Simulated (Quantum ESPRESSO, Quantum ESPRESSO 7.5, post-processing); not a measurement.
## Tuning the work function of W(110)

Wanted: work-function changes of W(110) along a row of adsorbates.

Calculated with Quantum ESPRESSO 7.5; plane-wave DFT, PBE, GBRV ultrasoft pseudopotentials.

Experimental background.

For W (clean (110) face), “Anisotropic work function of elemental crystals” (2019, arxiv:1902.07811) quotes earlier work: work function (clean (110) face) 5.25 eV.

## 1. The starting structure

The cell holds 5 atoms: 5 W. Its edges and angles: a = 2.737 Å, b = 2.737 Å, c = 24.938 Å, α = 90.0°, β = 90.0°, γ = 70.5°. It derives from W. Vacuum lies along c.

This is the clean slab. Each overlayer is one atom a surface cell, set on the top site and held there by symmetry.

## 2. Relaxing the ions, clean face, with nosym = False

A first try, with the settings that serve most slabs.

clean.relax.try.in

```
&control
  prefix = 'clean.relax'
  outdir = './out'
  pseudo_dir = './pseudo'
  nstep = 40
  forc_conv_thr = 0.001
  calculation = 'relax'
/
&system
  ibrav = 0
  nat = 5
  ntyp = 1
  ecutwfc = 40
  ecutrho = 200
  occupations = 'smearing'
  smearing = 'mv'
  degauss = 0.02
/
&electrons
  conv_thr = 1e-07
  mixing_beta = 0.4
  electron_maxstep = 120
  mixing_mode = 'local-TF'
/
&ions
/
ATOMIC_SPECIES
  W   183.8400  w_pbe_v1.2.uspp.F.UPF
CELL_PARAMETERS angstrom
  2.23445742854949 -1.58000000000000 0.00000000000000
  2.23445742854949 1.58000000000000 0.00000000000000
  0.00000000000000 0.00000000000000 24.93782971419796
ATOMIC_POSITIONS crystal
  W   0.000000000000 0.000000000000 0.320797763546 0 0 0
  W   0.500000000000 0.500000000000 0.410398881773 0 0 0
  W   0.000000000000 0.000000000000 0.500000000000 0 0 0
  W   0.500000000000 0.500000000000 0.589601118227
  W   0.000000000000 0.000000000000 0.679202236454
K_POINTS automatic
  10 10 1 0 0 0
```

Launch:

```sh
> OMP_NUM_THREADS=1 mpirun -n 4 pw.x -nk 4 -in clean.relax.try.in > clean.relax.try.out
```

Planned after this: relaxation with pw.x, clean face; self-consistent run, clean face; projections on atomic orbitals, clean face; relaxation with pw.x, Li overlayer; self-consistent run, Li overlayer; projected density of states, Li overlayer; relaxation with pw.x, Na overlayer; ground state, Na overlayer; projections on atomic orbitals, Na overlayer; relaxation with pw.x, Mg overlayer; SCF with pw.x, Mg overlayer, with startingpot = atomic; ground state, Mg overlayer; self-consistent run, Mg overlayer; projected density of states, Mg overlayer; relaxing the ions, Al overlayer; SCF with pw.x, Al overlayer; projected density of states, Al overlayer; the series side by side; by hand. Settings of the main run: cutoff 40 Ry, smearing, Marzari-Vanderbilt smearing, smearing width 0.02 Ry, assume isolated esm, esm bc bc1, SCF threshold 1.00e-7 Ry, gbrv-pbe-1.5 potentials, 10×10×1 k-mesh, mpi ranks 4, pools 4, omp threads 1, overlayer clean.

Before running: what should come out for the work function of the clean face and change under Na?

On a clean face of 4.84 eV the changes run from -1.18 eV (Na) to -0.52 eV (Al) (PBE, GBRV ultrasoft). The changes follow electronegativity: the more electronegative the overlayer, the higher the work function. The bare face moves by 0.05 eV over the row; it should not move at all, so the changes above are uncertain by about as much.

| Item | Value |
| --- | --- |
| work function of the clean face | 4.84 eV |
| change under Li | -0.93 eV |
| change under Na | -1.18 eV |
| change under Mg | -0.86 eV |
| change under Al | -0.52 eV |

Full 1×1 monolayers on one site are model structures; at this coverage neighbours depolarise each other, and real layers may take other sites or reconstruct. The upper layers were relaxed under PBE at the tabulated lattice constant. Spin-orbit coupling is left out; depending on the atoms that carry the levels of interest, it can split and shift them by tenths of an eV to an eV or more.

Comparison with the measured values:

| quantity | measured | PBE, GBRV ultrasoft, clean |
| --- | --- | --- |
| work function (clean (110) face) (eV) | 5.25 | 4.84 (-0.41 eV) |

Measured values from arxiv:1902.07811 (2019).

Verdict: The work function is off by -0.41 eV: a clear miss. The grades are ours: good and fair within 3 and 7 % for the work function. Other measurements of the same face can differ from the value quoted by 0.1 to 0.2 eV.

[Logs are printed without paths, hosts, clocks, repeated set-up lines and the standing remarks that a program may print on its own settings, such as how far it seeks lower states.]

[Hosts, paths, dates, database ids (printed as entryN), source tags and the programs' standing remarks are cut or masked in the printed files.]

[Maps of the electrostatic potential energy from Ansatz leave out the sawtooth potential of an applied field or a dipole correction, so their vacuum need not be flat; planar profiles and work functions include it.]
